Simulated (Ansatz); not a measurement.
# Tc of SrVO3 (Pm-3m) from its phonons, part 2 of 2

Each step names its level of theory.

So far, log mean phonon energy ħω_log (meV): step 2 (resistivity: LDA at its own relaxed cell) 37.6.

## Step 3: Resistivity: PBEsol at its own relaxed cell

The functional sets the lattice constant, the bands and the force constants.

This step: DFT PBEsol, scalar-relativistic, plane waves, PAW; PAW set soft_1 (Ansatz 0.2.0).

Input file input.yaml:

```yaml
crystal:
  lattice:
    - [3.8105954737, 0.0, 0.0]
    - [0.0, 3.8105954737, 0.0]
    - [0.0, 0.0, 3.8105954737]
  atoms:
    - { symbol: Sr, position: [0.5, 0.5, 0.5] }
    - { symbol: V, position: [0.0, 0.0, 0.0] }
    - { symbol: O, position: [0.5, 0.0, 0.0] }
    - { symbol: O, position: [0.0, 0.5, 0.0] }
    - { symbol: O, position: [0.0, 0.0, 0.5] }
kpoints:
  mp_grid: { grid: [6, 6, 6] }
hamiltonian:
  xc: pbesol
  pseudopotentials: { kind: paw, azcp: { folder: soft_1 }, xc_functional: pbe }
scf:
  occupations: { method: methfessel_paxton, width: 0.2 }
output:
  eigenvalues: true
phonons:
  method: dfpt
  qmesh: [2, 2, 2]
  temperatures: { t_max: 1000, t_step: 50 }
  qpath:
    path:
      - [[0.0, 0.0, 0.0], [0.0, 0.5, 0.0], [0.5, 0.5, 0.0], [0.0, 0.0, 0.0], [0.5, 0.5, 0.5], [0.0, 0.5, 0.0]]
      - [[0.5, 0.5, 0.5], [0.5, 0.5, 0.0]]
    npoints: 10
  electrical_resistivity:
    mesh: [8, 8, 8]
    temperatures: [20.0, 50.0, 80.0, 100.0, 150.0, 200.0, 273.0, 300.0, 400.0, 500.0, 600.0, 800.0]
  superconductivity: { mesh: [8, 8, 8], eliashberg_equations: false }
```

Launch:

```sh
$ ansatz run input.yaml --threads 8 --pin off --max-ram 20480MiB --backend cpu --events-out ev --progress --plain --runs-dir out
```

Numbers of over 12 decimals in the logs are rounded to 6 here.

The log of the run:

```text
[...]
Crystal: 5 atoms, lattice volume = 55.332 Å³
Basis set: ecut = 420 eV, 1045 PW (Γ), exchange–correlation on 54×54×54 points (8 copies of the dense FFT grid, shifted against one another)
Bands: 26, of which v1, the nominal top of the filled ones, is band 21 counted from 1 (20 counted from 0)
Symmetry: 48 space group operations
k-points: 20 of 216
[...]
SCF iter   1: F=—  HF=-8066.984268 eV  |F-HF|=—  |Δ(HF+E_count)|=         —  Δρ=5.40e-2  dr2=1.31e0  ethr=3.10e-3  ⟨swp⟩=7.2  Hψ=2549  notcnv=0
[...]
SCF iter  11: F=-8066.729475 eV  HF=-8066.729475 eV  |F-HF|=0.00e0  |Δ(HF+E_count)|=  1.38e-10  S|Δr|=    0.00e0  Δρ=1.46e-7  dr2=8.90e-12  ethr=1.00e-12  ⟨swp⟩=9.2  Hψ=3250  notcnv=0
SCF 1 converged in 11 iterations: F = -8066.729475 eV  dr2 = 8.90e-12
[...]
NSCF: frozen V_eff on 20 k-points
[...]
SCF iter   1: F=—  HF=-8066.984268 eV  |F-HF|=—  |Δ(HF+E_count)|=         —  Δρ=5.40e-2  dr2=1.31e0  ethr=3.10e-3  ⟨swp⟩=7.2  Hψ=2549  notcnv=0
[...]
SCF iter  11: F=-8066.729475 eV  HF=-8066.729475 eV  |F-HF|=9.09e-13  |Δ(HF+E_count)|=  1.38e-10  S|Δr|=    0.00e0  Δρ=1.45e-7  dr2=8.80e-12  ethr=1.00e-12  ⟨swp⟩=2.5  Hψ=1813  notcnv=0
SCF 2 converged in 11 iterations: F = -8066.729475 eV  dr2 = 8.80e-12
[...]
SCF converged after 11 iterations
[...]
Free energy (F): -8066.729475 eV
[...]
Internal energy: -8066.727913 eV  (E = F + TS)
E sigma→0 (E₀):  -8066.729084 eV
Entropy (-TS):   -0.001562 eV (-0.312 meV/atom)
Fermi energy:    12.722100 eV
[...]
--- Band table (eV; the first three rows and the last of 20) ---
  k-point 0: bands = [... 17 lower, 10.3369, 10.3369, 10.3369, 11.7884, 11.7884, 11.7884, 14.1853, 14.1853, ... 1 higher]
  k-point 1: bands = [... 17 lower, 9.5238, 10.1386, 10.1386, 11.8211, 12.4570, 12.4570, 14.1938, 15.0096, ... 1 higher]
  k-point 2: bands = [... 17 lower, 8.7054, 9.9411, 9.9411, 11.8881, 13.4178, 13.4178, 14.2041, 16.1267, ... 1 higher]
  k-point 19: bands = [... 17 lower, 10.6999, 10.6999, 10.6999, 14.4291, 14.4291, 14.4291, 18.0058, 18.0058, ... 1 higher]
[...]
ASR residual: 1.018e-4 → 0.000e0 eV/Å²; symmetrization residual: 1.419e-7 eV/Å²
  ASR residual per site (eV/Å²): 1.02e-4 1.20e-5 6.60e-5 6.60e-5 6.60e-5
[...]
--- Phonons (arbitrary-q DFPT): 4 irreducible q on the 2×2×2 mesh ---
[...]
interpolated dispersion: 62 rows × 15 modes
[...]
--- Electrical resistivity: potentials and phonons of a 2×2×2 supercell ---
[...]
at the Fermi level of each mesh (of a tensor a third of its trace):
[...]
8×8×8                     0.7929              4.1227    0.2716    0.3366          35.313
          4×4×4                     0.9295              4.0118    0.2847    0.3345          36.514
  resistivity on the deck's mesh, µΩ·cm:
[...]
20.00     1.7228e-3              no     1.7228e-3     1.7228e-3     1.7228e-3       6.0251e-3         1.9988e-3
     50.00     2.6645e-1              no     2.6645e-1     2.6645e-1     2.6645e-1       4.3688e-1         2.4480e-1
     80.00      1.1975e0              no      1.1975e0      1.1975e0      1.1975e0        1.5404e0         9.9636e-1
    100.00      2.1229e0              no      2.1229e0      2.1229e0      2.1229e0        2.5941e0          1.7523e0
    150.00      5.3088e0             yes      5.3088e0      5.3088e0      5.3088e0        6.0655e0          4.3922e0
    200.00      9.3327e0             yes      9.3327e0      9.3327e0      9.3327e0        1.0218e1          7.7194e0
    273.00      1.5798e1             yes      1.5798e1      1.5798e1      1.5798e1        1.6676e1          1.3009e1
    300.00      1.8233e1              no      1.8233e1      1.8233e1      1.8233e1        1.9090e1          1.4990e1
    400.00      2.7164e1              no      2.7164e1      2.7164e1      2.7164e1        2.7989e1          2.2235e1
    500.00      3.5904e1              no      3.5904e1      3.5904e1      3.5904e1        3.6796e1          2.9308e1
    600.00      4.4512e1              no      4.4512e1      4.4512e1      4.4512e1        4.5549e1          3.6255e1
    800.00      6.1558e1             yes      6.1557e1      6.1558e1      6.1558e1        6.3017e1          4.9950e1
[...]
vibrations of 8 cells: unjudged by the run; compare a larger repeat
[...]
--- Superconductivity: potentials and phonons of a 2×2×2 supercell ---
[...]
mesh         λ    ħω_log (meV)  μ* declared at (meV)
          8×8×8    0.2716          35.313               44.982
          4×4×4    0.2847          36.514               46.186
  λ by the species' shares of the modes' patterns: Sr 0.0570, V 0.0738, O 0.1408
[...]
0.08      0.203         0.205             -             -             -             -              -
      0.10      0.066         0.067             -             -             -             -              -
      0.12      0.014         0.015             -             -             -             -              -
      0.13      0.005         0.005             -             -             -             -              -
      0.14      0.002         0.002             -             -             -             -              -
      0.16      0.000         0.000             -             -             -             -              -
      0.20      0.000         0.000             -             -             -             -              -
[...]
vibrations of 8 cells: unjudged by the run; compare a larger repeat
[...]
```

The job ended after 99 s (8 threads of Intel Xeon at 2.70GHz, shared host; peak memory 2.3 GiB).

Numbers from this step:

* volume per atom: 11.07 Å³/atom
* zero point energy: 0.3160 eV/cell
* highest frequency, solved or plainly interpolated: 761.4 cm⁻¹
* Debye temperature (second moment): 707 K
* resistivity at 300 K: 18.23 μΩ cm
* coupling constant λ: 0.2716
* density of states at the Fermi level: 0.7929 states/eV a spin and cell
* log mean phonon energy ħω_log: 35.31 meV
* transport coupling constant λ_tr: 0.3366, 0.3366, 0.3366 (xx, yy, zz)
* Drude plasma energy: 4.123, 4.123, 4.123 eV (xx, yy, zz)
* resistivity times mean free path: 13.79, 13.79, 13.79 × 10⁻¹⁶ Ω m² (xx, yy, zz)
* second-moment phonon energy ħω₂: 44.98 meV

An empty cell: under 1 mK by a formula, or no transition down to the floor of the Eliashberg search. Transition temperatures:

| μ* | McMillan Tc (K) | Allen–Dynes Tc (K) |
| --- | --- | --- |
| 0.08 | 0.203 | 0.205 |
| 0.1 | 0.0663 | 0.0669 |
| 0.12 | 0.0145 | 0.0146 |
| 0.13 | 0.00542 | 0.00546 |
| 0.14 | 0.00164 | 0.00165 |
| 0.16 | - | - |
| 0.2 | - | - |

The Eliashberg function α²F has structure finer than the step of the table below, so its rows give means over 2.5 meV, whole bins alone (the curve runs from 0.369 to 94.0 meV). Peaks (meV: height): α²F 13.64: 0.132, 15.12: 0.13, 34.29: 0.119, 43.88: 0.171, 53.46: 0.151, 60.10: 0.137, 68.95: 0.209; α²F tr 13.64: 0.186, 30.60: 0.140, 34.29: 0.161, 43.88: 0.187, 54.20: 0.187, 60.10: 0.188, 68.95: 0.316.

Eliashberg function α²F against phonon energy; means over each step:

| phonon energy (meV) | α²F | α²F tr |
| --- | --- | --- |
| 2.5 | 0 | 0 |
| 5.0 | 4.4e-5 | 0 |
| 7.5 | 3.6e-4 | 1.2e-4 |
| 10.0 | 0.00144 | 6.6e-4 |
| 12.5 | 0.0324 | 0.0424 |
| 15.0 | 0.110 | 0.155 |
| 17.5 | 0.0220 | 0.0269 |
| 20.0 | 0.00747 | 0.00931 |
| 22.5 | 0.0218 | 0.0223 |
| 25.0 | 0.0528 | 0.0585 |
| 27.5 | 0.0643 | 0.0760 |
| 30.0 | 0.0900 | 0.110 |
| 32.5 | 0.0670 | 0.0913 |
| 35.0 | 0.102 | 0.138 |
| 37.5 | 0.0520 | 0.0667 |
| 40.0 | 0.0261 | 0.0299 |
| 42.5 | 0.0868 | 0.0903 |
| 45.0 | 0.140 | 0.162 |
| 47.5 | 0.124 | 0.108 |
| 50.0 | 0.127 | 0.107 |
| 52.5 | 0.147 | 0.164 |
| 55.0 | 0.133 | 0.166 |
| 57.5 | 0.118 | 0.141 |
| 60.0 | 0.117 | 0.157 |
| 62.5 | 0.0683 | 0.103 |
| 65.0 | 0.0247 | 0.0371 |
| 67.5 | 0.0818 | 0.120 |
| 70.0 | 0.114 | 0.155 |
| 72.5 | 0.00458 | 0.00462 |
| 75.0 | 0.0190 | 0.0209 |
| 77.5 | 0.0605 | 0.0862 |
| 80.0 | 0.0599 | 0.0872 |
| 82.5 | 0.0538 | 0.0813 |
| 85.0 | 0.0450 | 0.0718 |
| 87.5 | 0.0210 | 0.0340 |
| 90.0 | 0.00723 | 0.0116 |
| 92.5 | 0.00146 | 0.00227 |

The Eliashberg function α²F has structure finer than the step of the table below, so its rows give means over 5 meV, whole bins alone (the curve runs from 0.369 to 94.0 meV). Peaks (meV: height): α²F 43.9: 0.171, 53.5: 0.151, 60.1: 0.137, 68.9: 0.209; Sr 13.6: 0.119, 15.1: 0.115; V 26.9: 0.0471, 30.6: 0.0566, 34.3: 0.0694, 46.1: 0.0561; O 43.9: 0.115, 53.5: 0.113, 60.1: 0.107, 68.9: 0.207.

The Eliashberg function α²F by phonon energy; means over each step:

| phonon energy (meV) | α²F | Sr | V | O |
| --- | --- | --- | --- | --- |
| 5 | 7.4e-5 | 3.7e-5 | 1.7e-5 | 5.0e-6 |
| 10 | 0.00244 | 0.00188 | 3.2e-4 | 2.2e-4 |
| 15 | 0.0786 | 0.0696 | 0.00727 | 0.00170 |
| 20 | 0.00937 | 0.00233 | 0.00144 | 0.00562 |
| 25 | 0.0530 | 0.00524 | 0.0235 | 0.0242 |
| 30 | 0.0744 | 0.00580 | 0.0388 | 0.0298 |
| 35 | 0.0833 | 0.00631 | 0.0460 | 0.0310 |
| 40 | 0.0330 | 7.6e-4 | 0.0121 | 0.0201 |
| 45 | 0.137 | 0.00119 | 0.0496 | 0.0865 |
| 50 | 0.129 | 9.8e-4 | 0.0320 | 0.0956 |
| 55 | 0.135 | 0.00118 | 0.0344 | 0.0997 |
| 60 | 0.107 | 7.1e-4 | 0.0249 | 0.0816 |
| 65 | 0.0360 | 1.3e-4 | 0.00818 | 0.0277 |
| 70 | 0.0882 | 3.0e-5 | 0.00174 | 0.0865 |
| 75 | 0.0253 | 3.1e-5 | 1.5e-4 | 0.0251 |
| 80 | 0.0592 | 2.8e-5 | 3.7e-4 | 0.0588 |
| 85 | 0.0421 | 0 | 1.3e-4 | 0.0420 |
| 90 | 0.00806 | 0 | 6.2e-6 | 0.00804 |

## Step 4: What came out

| Quantity | Value |
| --- | --- |
| meshes | q 2×2×2, k 6×6×6, scattering 8×8×8 |
| coupling constant λ | 0.272 |
| log mean phonon energy ħω_log | 35.3 meV |
| Allen–Dynes Tc at μ* = 0.1 | 0.0669 K |
| Allen–Dynes Tc at μ* = 0.13 | 0.00546 K |

**Reading.** In the last run (PBEsol, q 2×2×2, k 6×6×6, scattering 8×8×8), with λ = 0.27 and ħω_log = 35.3 meV, Tc at μ* = 0.13 is 0.0054 K by McMillan's formula and 0.0055 K by Allen and Dynes's. The Allen–Dynes value of 0.067 K at μ* = 0.10 falls under a millikelvin at 0.16. By the run's own test λ is not converged in the fine mesh: it moves by 5 % between the two finest. The run's transport test calls it not converged in the mesh; ρ(300 K) moves by 2 % in the component that moves most. These meshes are coarse. Over the runs, λ takes the values 0.256 and 0.272, in the order shown. μ* is a typed number, phonons are harmonic, and spin fluctuations are left out; at μ* = 0.13 McMillan's formula turns 1 % in λ into about 21 % in Tc.

[Logs are printed without paths, hosts, clocks, repeated set-up lines and the standing remarks that a program may print on its own settings, such as how far it seeks lower states.]

[Hosts, paths, dates, database ids (printed as entryN), source tags and the programs' standing remarks are cut or masked in the printed files.]
